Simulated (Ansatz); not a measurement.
**Phonons of TiC (Fm-3m) against volume**

Aim: how do the optical modes of TiC (Fm-3m) move with volume?

Calculated with Ansatz 0.2.0; DFT PBEsol, scalar-relativistic, plane waves, PAW; PAW set soft_1.

The database entry behind the starting cell differs from later determinations by our own check (0.1 to 0.3 % short, probably kX units), so it need not match the best structure at ambient conditions.

## Step 1: Starting point

The structure is cubic, space group Fm-3m (No. 225). Conventional cell: a = 4.319 Å, b = 4.319 Å, c = 4.319 Å, α = 90.00°, β = 90.00°, γ = 90.00°. Nearest to C lie 6 Ti at 2.16 Å. Nearest to Ti lie 6 C at 2.16 Å. Farther neighbours are not listed.

## Step 2: Relaxation

The cell and atoms are relaxed, since residual forces and stress would shift the frequencies.

input.yaml

```yaml
crystal:
  lattice:
    - [0.0, 2.1593, 2.1593]
    - [2.1593, 0.0, 2.1593]
    - [2.1593, 2.1593, 0.0]
  atoms:
    - { symbol: C, position: [0.5, 0.5, 0.5] }
    - { symbol: Ti, position: [0.0, 0.0, 0.0] }
kpoints:
  mp_grid: { grid: [16, 16, 16] }
hamiltonian:
  xc: pbesol
  pseudopotentials: { kind: paw, azcp: { folder: soft_1 }, xc_functional: pbe }
scf:
  occupations: { method: gaussian, width: 0.1 }
output:
  forces: true
  stress: true
  eigenvalues: true
  write_density: true
  write_potential: true
  elf: true
  volumetric_format: npy
relax:
  adjacent_minimum: "off"
  f_tol: 0.005
  max_steps: 80
  cell: { stress_tol: 0.05 }
```

Command:

```console
$ ansatz run input.yaml --threads 4 --pin off --max-ram 10240MiB --backend cpu --events-out ev --progress --plain --runs-dir out
```

Numbers of over 12 decimals in the logs are rounded to 6 here.

The program printed:

```text
Engine: ansatz 0.2.0, x86_64-unknown-linux-gnu
Pseudopotentials: kind: paw
Pseudopotential: C, paw, valence charge 4, recommended cutoff 420 eV (normal), soft_1/C.paw.azcp
Pseudopotential: Ti, paw, valence charge 12, recommended cutoff 420 eV (normal), soft_1/Ti.paw.azcp
Functional definition: PBEsol
  exchange = pbesol_x
  correlation = pbesol_c
Crystal: 2 atoms, lattice volume = 20.136 Å³
Basis set: ecut = 420 eV, 411 PW (Γ), exchange–correlation on 48×48×48 points (8 copies of the dense FFT grid, shifted against one another)
Bands: 12, of which v1, the nominal top of the filled ones, is band 8 counted from 1 (7 counted from 0)
Symmetry: 48 space group operations
Space group: Fm-3m (ITA 225), of the structure as read, at distance tolerance 2.7e-5 Å
k-points: 145 of 4096
Non-local potential: C, projectors of the file, l = 0: 2, l = 1: 2, l = 2: 1
Non-local potential: Ti, projectors of the file, l = 0: 3, l = 1: 2, l = 2: 3, l = 3: 1
PAW form: soft (Blöchl's): semilocal exchange-correlation on the pseudo side does not see the compensation charge
PAW frozen core: C, regenerated for the run's functional, and the local potential with it (the file was generated under x = pbe(κ = 0.804, μ = 0.219515), c = pbe(β = 0.066725))
PAW frozen core: Ti, regenerated for the run's functional, and the local potential with it (the file was generated under x = pbe(κ = 0.804, μ = 0.219515), c = pbe(β = 0.066725))
PAW one-centre angular grid: C, 110 points (default); XC on 64 Gauss nodes
PAW one-centre angular grid: Ti, 590 points (default); XC on 64 Gauss nodes
Initial density: superposition of atomic densities (chi_scale 0.1, normalization cell, long waves kept (reshape's long-wave potential 0.00 eV rms))
Initial wavefunctions: pseudopotential atomic-orbital guess
Functional: x = pbesol(κ = 0.804, μ = 0.123457), c = pbesol(β = 0.046)
SCF iter   1: F=—  HF=-2723.399516 eV  |F-HF|=—  |Δ(HF+E_count)|=         —  Δρ=1.37e-1  dr2=4.91e0  ethr=3.10e-3  ⟨swp⟩=4.3  Hψ=8551  notcnv=0
preconditioner: auto → none  [insulator: Δε(μ)=0.124 eV  Ē_g=9.081 eV  σ=0.100 eV  W_gap=0.57  n_scr=8 (ndim 8)  ℏωp=23.4 eV  f_vac=0.000  D(μ)=0.23/eV (n_scr^D=0)  ε∞_Penn≈7.6]
SCF iter   2: F=—  HF=-2722.548306 eV  |F-HF|=—  |Δ(HF+E_count)|=   8.51e-1  Δρ=5.13e-2  dr2=6.85e-1  ethr=3.10e-3  ⟨swp⟩=2.6  Hψ=3903  notcnv=0  defer=1
SCF iter   3: F=—  HF=-2722.420997 eV  |F-HF|=—  |Δ(HF+E_count)|=   1.27e-1  Δρ=5.91e-3  dr2=3.47e-3  ethr=3.10e-3  ⟨swp⟩=2.4  Hψ=2930  notcnv=0  defer=1
SCF iter   4: F=—  HF=-2722.420157 eV  |F-HF|=—  |Δ(HF+E_count)|=   8.40e-4  Δρ=1.43e-3  dr2=1.33e-4  ethr=2.17e-5  ⟨swp⟩=2.7  Hψ=4016  notcnv=0  defer=1
SCF iter   5: F=—  HF=-2722.420201 eV  |F-HF|=—  |Δ(HF+E_count)|=   4.44e-5  Δρ=2.98e-4  dr2=1.27e-5  ethr=8.33e-7  ⟨swp⟩=1.2  Hψ=1931  notcnv=0  defer=1
SCF iter   6: F=—  HF=-2722.420200 eV  |F-HF|=—  |Δ(HF+E_count)|=   1.18e-6  Δρ=2.31e-5  dr2=4.02e-8  ethr=6.25e-10  ⟨swp⟩=6.0  Hψ=9801  notcnv=0
SCF iter   7: F=-2722.420200 eV  HF=-2722.420200 eV  |F-HF|=1.14e-10  |Δ(HF+E_count)|=  2.04e-10  Δρ=1.48e-6  dr2=2.14e-10  ethr=2.51e-10  ⟨swp⟩=4.9  Hψ=8565  notcnv=0
SCF 1 converged in 7 iterations: F = -2722.420200 eV  dr2 = 2.14e-10
  greatest PAW one-centre occupation: 0.998 electrons in one spin orbital (limit 2), on the Ti atom at site 1 (counted from 0), in its partial waves of l = 0
relax step   1: F+E_penalty+E_count = -2722.42020021 eV  Δ(F+E_penalty+E_count) = +0.000e0 eV  max|allowed force component| = 1.696e-29 eV/Å  Δτ_max = 0.0000 Å  P = -4.622 GPa  Ω = 20.136 Å³  (7 SCF iters, dr2 threshold 1.00e-7 eV, accepted)
Crystal: 2 atoms, lattice volume = 19.821 Å³
Basis set: ecut = 420 eV, 387 PW (Γ), exchange–correlation on 48×48×48 points (8 copies of the dense FFT grid, shifted against one another)
Initial density: handed on by an earlier stage of this run
Initial wavefunctions: those handed on with the density
iter 1 solved again at ethr=2.26e-5 eV; its pass at ethr=3.10e-3 eV (dr2=3.61e-3 eV) is discarded
SCF iter   1: F=—  HF=-2722.426364 eV  |F-HF|=—  |Δ(HF+E_count)|=         —  Δρ=3.54e-3  dr2=3.26e-3  ethr=2.26e-5  ⟨swp⟩=1.0  Hψ=10623  notcnv=0
preconditioner: auto → none  [metal: Δε(μ)=0.013 eV  Ē_g=8.070 eV  σ=0.100 eV  W_gap=0.08  n_scr=8 (ndim 8)  ℏωp=23.6 eV  f_vac=0.000  D(μ)=0.40/eV (n_scr^D=0)]
SCF iter   2: F=—  HF=-2722.425847 eV  |F-HF|=—  |Δ(HF+E_count)|=   5.17e-4  Δρ=1.30e-3  dr2=4.59e-4  ethr=2.04e-5  ⟨swp⟩=1.8  Hψ=1914  notcnv=0
SCF iter   3: F=—  HF=-2722.425763 eV  |F-HF|=—  |Δ(HF+E_count)|=   8.37e-5  Δρ=1.25e-4  dr2=3.15e-6  ethr=2.87e-6  ⟨swp⟩=2.0  Hψ=2010  notcnv=0
SCF iter   4: F=—  HF=-2722.425762 eV  |F-HF|=—  |Δ(HF+E_count)|=   1.27e-6  Δρ=2.84e-5  dr2=5.84e-8  ethr=1.97e-8  ⟨swp⟩=2.1  Hψ=2192  notcnv=0
iter 5 did not close the SCF: its close was put off for the readings that it lacked (scf_convergence_deferred on its scf_iter line)
SCF iter   5: F=-2722.425762 eV  HF=-2722.425762 eV  |F-HF|=6.41e-11  |Δ(HF+E_count)|=   3.64e-8  Δρ=1.82e-6  dr2=3.05e-10  ethr=3.65e-10  ⟨swp⟩=2.6  Hψ=2678  notcnv=0
SCF iter   6: F=-2722.425762 eV  HF=-2722.425762 eV  |F-HF|=6.37e-12  |Δ(HF+E_count)|=  6.73e-11  Δρ=2.10e-7  dr2=9.28e-12  ethr=1.90e-12  ⟨swp⟩=3.8  Hψ=7042  notcnv=0
SCF 2 converged in 6 iterations: F = -2722.425762 eV  dr2 = 9.28e-12
relax step   2: F+E_penalty+E_count = -2722.42576197 eV  Δ(F+E_penalty+E_count) = -5.562e-3 eV  max|allowed force component| = 2.416e-30 eV/Å  Δτ_max = 0.0000 Å  P = -0.557 GPa  Ω = 19.821 Å³  energy of the carried Pulay correction = +4.247e-4 eV  (6 SCF iters, dr2 threshold 2.00e-7 eV, accepted)
Crystal: 2 atoms, lattice volume = 19.779 Å³
iter 1 solved again at ethr=4.14e-7 eV; its pass at ethr=3.10e-3 eV (dr2=6.62e-5 eV) is discarded
SCF iter   1: F=—  HF=-2722.425902 eV  |F-HF|=—  |Δ(HF+E_count)|=         —  Δρ=4.83e-4  dr2=6.05e-5  ethr=4.14e-7  ⟨swp⟩=1.0  Hψ=10035  notcnv=0
preconditioner: auto → none  [metal: Δε(μ)=0.013 eV  Ē_g=8.066 eV  σ=0.100 eV  W_gap=0.07  n_scr=8 (ndim 8)  ℏωp=23.6 eV  f_vac=0.000  D(μ)=0.39/eV (n_scr^D=0)]
SCF iter   2: F=—  HF=-2722.425893 eV  |F-HF|=—  |Δ(HF+E_count)|=   9.25e-6  Δρ=1.78e-4  dr2=8.58e-6  ethr=3.78e-7  ⟨swp⟩=1.8  Hψ=1916  notcnv=0
iter 3 did not close the SCF: its close was put off for the readings that it lacked (scf_convergence_deferred on its scf_iter line)
SCF iter   3: F=-2722.425891 eV  HF=-2722.425891 eV  |F-HF|=3.59e-8  |Δ(HF+E_count)|=   1.54e-6  Δρ=1.71e-5  dr2=5.83e-8  ethr=5.36e-8  ⟨swp⟩=2.0  Hψ=2012  notcnv=0
iter 4 did not close the SCF: its close was put off for the readings that it lacked (scf_convergence_deferred on its scf_iter line)
SCF iter   4: F=-2722.425891 eV  HF=-2722.425891 eV  |F-HF|=4.82e-10  |Δ(HF+E_count)|=  4.29e-10  Δρ=3.85e-6  dr2=1.08e-9  ethr=3.65e-10  ⟨swp⟩=2.1  Hψ=2181  notcnv=0
iter 5 did not close the SCF: its close was put off for the readings that it lacked (scf_convergence_deferred on its scf_iter line)
SCF iter   5: F=-2722.425891 eV  HF=-2722.425891 eV  |F-HF|=1.36e-12  |Δ(HF+E_count)|=  6.67e-10  Δρ=2.48e-7  dr2=5.71e-12  ethr=6.75e-12  ⟨swp⟩=2.6  Hψ=2638  notcnv=0
SCF iter   6: F=-2722.425891 eV  HF=-2722.425891 eV  |F-HF|=4.55e-13  |Δ(HF+E_count)|=  4.55e-13  Δρ=2.81e-8  dr2=1.72e-13  ethr=1.00e-12  ⟨swp⟩=3.5  Hψ=6254  notcnv=0
SCF 3 converged in 6 iterations: F = -2722.425891 eV  dr2 = 1.72e-13
relax step   3: F+E_penalty+E_count = -2722.42589142 eV  Δ(F+E_penalty+E_count) = -1.295e-4 eV  max|allowed force component| = 2.399e-30 eV/Å  Δτ_max = 0.0000 Å  P = +0.015 GPa  Ω = 19.779 Å³  energy of the carried Pulay correction = +4.824e-4 eV  (6 SCF iters, dr2 threshold 2.00e-7 eV, accepted)
Initial wavefunctions: pseudopotential atomic-orbital guess (no wavefunctions were taken with the density)
iter 1 solved again at ethr=1.01e-9 eV; its pass at ethr=3.10e-3 eV (dr2=1.62e-7 eV) is discarded
SCF iter   1: F=—  HF=-2722.425431 eV  |F-HF|=—  |Δ(HF+E_count)|=         —  Δρ=4.94e-5  dr2=7.04e-8  ethr=1.01e-9  ⟨swp⟩=3.0  Hψ=13539  notcnv=0
preconditioner: auto → none  [metal: Δε(μ)=0.012 eV  Ē_g=8.063 eV  σ=0.100 eV  W_gap=0.07  n_scr=8 (ndim 8)  ℏωp=23.6 eV  f_vac=0.000  D(μ)=0.39/eV (n_scr^D=0)]
SCF iter   2: F=—  HF=-2722.425431 eV  |F-HF|=—  |Δ(HF+E_count)|=   4.55e-7  Δρ=2.45e-5  dr2=1.43e-8  ethr=4.40e-10  ⟨swp⟩=2.6  Hψ=2363  notcnv=0
SCF iter   3: F=—  HF=-2722.425431 eV  |F-HF|=—  |Δ(HF+E_count)|=   3.09e-8  Δρ=1.41e-6  dr2=7.37e-11  ethr=8.95e-11  ⟨swp⟩=2.4  Hψ=2580  notcnv=0
iter 4 did not close the SCF: its close was put off for the readings that it lacked (scf_convergence_deferred on its scf_iter line)
SCF iter   4: F=-2722.425431 eV  HF=-2722.425431 eV  |F-HF|=4.55e-13  |Δ(HF+E_count)|=  1.04e-10  Δρ=1.53e-7  dr2=2.86e-12  ethr=1.00e-12  ⟨swp⟩=2.0  Hψ=2586  notcnv=0
iter 5 did not close the SCF: its close was put off for the readings that it lacked (scf_convergence_deferred on its scf_iter line)
SCF iter   5: F=-2722.425431 eV  HF=-2722.425431 eV  |F-HF|=0.00e0  |Δ(HF+E_count)|=  9.09e-13  Δρ=3.75e-8  dr2=1.49e-13  ethr=1.00e-12  ⟨swp⟩=1.0  Hψ=1740  notcnv=0
iter 6 did not close the SCF: its close was put off for the readings that it lacked (scf_convergence_deferred on its scf_iter line)
SCF iter   6: F=-2722.425431 eV  HF=-2722.425431 eV  |F-HF|=4.55e-13  |Δ(HF+E_count)|=  4.55e-13  Δρ=7.73e-9  dr2=1.03e-14  ethr=1.00e-12  ⟨swp⟩=1.0  Hψ=1740  notcnv=0
iter 7 did not close the SCF: its close was put off for the readings that it lacked (scf_convergence_deferred on its scf_iter line)
SCF iter   7: F=-2722.425431 eV  HF=-2722.425431 eV  |F-HF|=0.00e0  |Δ(HF+E_count)|=  4.55e-13  Δρ=9.24e-10  dr2=9.58e-17  ethr=1.00e-12  ⟨swp⟩=1.0  Hψ=1740  notcnv=0
SCF iter   8: F=-2722.425431 eV  HF=-2722.425431 eV  |F-HF|=9.09e-13  |Δ(HF+E_count)|=    0.00e0  Δρ=2.61e-10  dr2=1.63e-17  ethr=1.00e-12  ⟨swp⟩=1.8  Hψ=4262  notcnv=0
SCF 4 converged in 8 iterations: F = -2722.425431 eV  dr2 = 1.63e-17
relax step   4: F+E_penalty+E_count = -2722.42543116 eV  Δ(F+E_penalty+E_count) = +4.603e-4 eV  max|allowed force component| = 2.564e-30 eV/Å  Δτ_max = 0.0000 Å  P = -0.010 GPa  Ω = 19.779 Å³  stress off target by 1.01e-2 GPa  SCF on the basis re-selected at this cell (its energy is not comparable with the rows above)  (8 SCF iters)
basis re-selected at this cell: Δ(F+E_penalty+E_count) = +4.603e-4 eV, ΔP = -0.025 GPa vs the last step (what re-selecting the basis moved, of the pressure what is left beyond the Pulay correction that the steps carried, after the strain that the cell walked since its last selection, with what the two solves' SCF thresholds leave and, on support functions, any second-order correction that the steps lacked; it is no m [...]
SCF converged after 8 iterations
Free energy (F): -2722.425431 eV
Harris-Foulkes:  -2722.425431 eV  (|F-HF|=9.09e-13)
Internal energy: -2722.423483 eV  (E = F + TS)
E sigma→0 (E₀):  -2722.424457 eV
Entropy (-TS):   -0.001948 eV (-0.974 meV/atom)
Fermi energy:    14.966068 eV
--- Per-component energies (eV) ---
  E_band       = -104.838176
  E_kinetic    = 367.205408
  E_local      = -813.407218  (includes V_loc(G=0)·N_el)
  E_nonlocal   = 84.510928
  E_hartree    = 320.811056
  E_xc         = -163.753384
  E_vxc        = -205.216395  (∫ρ·V_xc dr)
  E_paw        = -1112.189993  (= ΣΔE_a)
  E_vpaw       = -179.552946  (= ΣTr[D̂ρ^β])
  E_aug_tail   = -0.000063  (compensation charges beyond the density's cutoff)
  E_ewald      = -1405.760701
  E_core_change = 0.160485  (= ΣΔE_core)
  E_smearing   = -0.001948  (= −TS)
  E_closure    = 0.000000  (closes the sum)
  Σ components = -2722.425431   (vs F -2722.425431, Δ=0.00e0)
--- Forces (eV/Å), atoms counted from 1 ---
  atom   1  C      0.00000000    -0.00000000     0.00000000
  atom   2  Ti    -0.00000000     0.00000000    -0.00000000
  max |Σ_I F_I| component: 3.81e-30 eV/Å
--- Stress (GPa, compression-positive) ---
       -0.010100      -0.000000      -0.000000
       -0.000000      -0.010100      -0.000000
        0.000000      -0.000000      -0.010100
  P = ⅓ Tr σ = -0.0101 GPa (-0.101 kbar)
--- Band table (eV; the first three rows and the last of 145) ---
  k-point 0: bands = [... 4 lower, 2.4835, 15.6539, 15.6539, 15.6539, 16.7167, 16.7167, 16.7167, 16.7731]
  k-point 1: bands = [... 4 lower, 2.5758, 15.2052, 15.4593, 15.4593, 16.0332, 16.0332, 16.9603, 17.7870]
  k-point 2: bands = [... 4 lower, 2.8466, 14.3128, 14.6834, 14.6834, 16.1017, 16.1017, 17.3018, 18.8878]
  k-point 144: bands = [... 4 lower, 5.4413, 11.7587, 11.7587, 12.2055, 17.8660, 17.8660, 18.6529, 20.3856]
--- Relaxed structure (3 steps of the walk, 3 accepted, 1 SCFs on fresh bases) ---
  F+E_penalty+E_count = -2722.42543116 eV   max|allowed force component| = 2.564e-30 eV/Å   (the final SCF, on the basis selected at the relaxed cell)
  cell:  # Å, volume = 19.7789 Å³
    - [0, 2.146466, 2.146466]
    - [2.146466, 0, 2.146466]
    - [2.146466, 2.146466, 0]
  atoms:
    - { symbol: C, position: [0.5, 0.5, 0.5] }
    - { symbol: Ti, position: [0, 0, 0] }
```

Wall time 2.9 s (4 threads of AMD EPYC 7B13 (Zen 3), shared host); peak memory 0.42 GiB; 9.5 s of CPU time.

Step by step:

```csv
step,energy less that of the first step (eV),largest force component (eV/Å),pressure (GPa),volume (Å³)
1,0.0000,0.0000,-4.62,20.14
2,-0.0056,0.0000,-0.56,19.82
3,-0.0057,0.0000,0.02,19.78
4*,-0.0052,0.0000,-0.01,19.78
```

Relaxation steps marked * repeat the geometry before them on a plane-wave basis chosen anew for their cell, so energy and pressure can jump there.

Forces are held to the 48 operations that the run works with; a distortion that breaks them can't arise in this run.

```csv
"conventional cell, symmetrised",before,after,change
a (Å),4.319,4.293,-0.6 %
b (Å),4.319,4.293,-0.6 %
c (Å),4.319,4.293,-0.6 %
volume (Å³/atom),10.07,9.89,-1.8 %
```

Final coordinates:

```xyz
2
Lattice="0.0000 2.1465 2.1465 2.1465 0.0000 2.1465 2.1465 2.1465 0.0000" Properties=species:S:1:pos:R:3 pbc="T T T"
C     2.1465    2.1465    2.1465
Ti    0.0000    0.0000    0.0000
```

This step gave:

```
pressure          : -0.01010 GPa
volume per atom   : 9.889 Å³
gap on the k-mesh : 0 eV
```

Valence density in the ac plane of the conventional cell at fractional y = 0.000, with atoms of C and Ti within 0.2 Å of it. It is the smooth field of the valence electrons, not physical close to the nuclei.

Ten even steps from '_' (0 e/Å³) to '@' (11 e/Å³), each cell a mean:
```
%%++..______......______::##
--::____________________..::
____________________________
____________________________
____________......__________
..________::++**--..______..
....______--%%@@**..______..
....______::##%%++..______..
__________..::--::__________
____________________________
____________________________
....______________________..
**--..______....________::++
@@**..______......______--%%
```
Columns run along a (4.3 Å), rows up along c (4.3 Å), edges of the conventional cell, whose origin can differ from the input's. Atoms in or near the plane, at fractional coordinates: C at (0.50, 0.00), C at (0.00, 0.50), Ti at (0.00, 0.00), Ti at (0.50, 0.50).

Electrostatic potential energy in the ac plane of the conventional cell at fractional y = 0.000, with atoms of C and Ti within 0.2 Å of it. With pseudopotentials it is smooth inside the atoms' cores, unlike the true potential.

Ten even steps from '_' (-39 eV) to '@' (15 eV), each cell a mean:
```
::::==%%@@++____::##@@**--::
::--**@@@@%%++==**@@@@%%++--
**##%%@@@@@@@@%%@@@@@@@@%%**
%%@@@@@@@@@@%%##%%@@@@@@@@@@
##%%@@@@%%**====++##@@@@@@##
..==%%@@##--::::::++%%@@**::
__..##%%**::::::::==##%%==__
__::##@@**--::::::==%%@@++__
==**@@@@%%++--::--**@@@@%%++
%%@@@@@@@@%%****##%%@@@@@@@@
##%%@@@@@@@@@@%%@@@@@@@@@@%%
==++##@@@@@@####%%@@@@%%**==
::::++%%@@**::..==%%@@##--::
::::==##%%==____..##%%**::::
```
Columns run along a (4.3 Å; values clipped at the 3rd and 97th percentile), rows up along c (4.3 Å), edges of the conventional cell, whose origin can differ from the input's. Atoms in or near the plane, at fractional coordinates: C at (0.50, 0.00), C at (0.00, 0.50), Ti at (0.00, 0.00), Ti at (0.50, 0.50).

ELF in the ac plane of the conventional cell at fractional y = 0.000, with atoms of C and Ti within 0.2 Å of it. It is the smooth field of the valence electrons, not physical close to the nuclei.

Ten even steps from '_' (0.10) to '@' (0.76), each cell a mean:
```
%%@@++::##@@==::##@@==--%%@@
%%**::..##@@@@%%@@@@==..==%%
--::__..==########**--__..--
++==--::....::--::....--====
@@@@%%--__::++**==....**@@@@
++%%@@==::**@@@@%%==::##@@##
__++@@++--%%%%##@@**--##%%::
::##@@==--%%@@%%@@++::##@@==
%%@@@@==..==%%%%**::..##@@@@
####**--__..----::__..==####
--::....--====++==--::....::
**==....**@@@@@@@@%%--__::++
@@%%==::##@@##++%%@@==::**@@
##@@**--##%%::__++@@++--%%%%
```
Columns run along a (4.3 Å), rows up along c (4.3 Å), edges of the conventional cell, whose origin can differ from the input's. Atoms in or near the plane, at fractional coordinates: C at (0.50, 0.00), C at (0.00, 0.50), Ti at (0.00, 0.00), Ti at (0.50, 0.50).

In this step the volume went from 10.07 to 9.89 Å³/atom.

## Step 3: Tight relaxation

Phonons need small forces and stress, so the relaxation is finished with tight tolerances on 16×16×16 k points.

input.yaml, the sections that differ from step 2:

```yaml
crystal:
  lattice:
    - [0.0, 2.146466286, 2.146466286]
    - [2.146466286, 0.0, 2.146466286]
    - [2.146466286, 2.146466286, 0.0]
  atoms:
    - { symbol: C, position: [0.5, 0.5, 0.5] }
    - { symbol: Ti, position: [0.0, 0.0, 0.0] }
scf:
  occupations: { method: methfessel_paxton, width: 0.2 }
output:
  forces: true
  stress: true
  eigenvalues: true
relax:
  adjacent_minimum: "off"
  f_tol: 0.001
  max_steps: 60
  cell: { stress_tol: 0.01 }
# kpoints, hamiltonian: as in step 2
```

The program printed:

```text
[...]
Crystal: 2 atoms, lattice volume = 19.779 Å³
Basis set: ecut = 420 eV, 387 PW (Γ), exchange–correlation on 48×48×48 points (8 copies of the dense FFT grid, shifted against one another)
Bands: 12, of which v1, the nominal top of the filled ones, is band 8 counted from 1 (7 counted from 0)
Symmetry: 48 space group operations
[...]
k-points: 145 of 4096
[...]
k-point 144: bands = [... 4 lower, 5.4421, 11.7593, 11.7593, 12.2062, 17.8665, 17.8665, 18.6532, 20.3861]
--- Relaxed structure (2 steps of the walk, 2 accepted, 2 SCFs on fresh bases) ---
[...]
cell:  # Å, volume = 19.7783 Å³
    - [0, 2.146443, 2.146443]
    - [2.146443, 0, 2.146443]
    - [2.146443, 2.146443, 0]
  atoms:
    - { symbol: C, position: [0.500000, 0.500000, 0.500000] }
    - { symbol: Ti, position: [0, 0, 0] }
[key lines of the parts left out:]
SCF converged after 3 iterations
Free energy (F): -2722.424797 eV
Fermi energy:    14.968978 eV
P = ⅓ Tr σ = -0.0015 GPa (-0.015 kbar)
```

Wall time 2.3 s (4 threads); peak memory 0.41 GiB; 7.5 s of CPU time.

Little changed from the start: no atom moved by 0.005 Å and no cell edge by 0.1 %.

Numbers from this step:

* pressure: -0.001472 GPa

The forces vanish by symmetry and the pressure is -0.001 GPa, within the tolerances set. The cell now holds 9.89 Å³/atom.

(Continued in part 2 of 2.)

[Logs are printed without paths, hosts, clocks, repeated set-up lines and the standing remarks that a program may print on its own settings, such as how far it seeks lower states.]

[Hosts, paths, dates, database ids (printed as entryN), source tags and the programs' standing remarks are cut or masked in the printed files.]
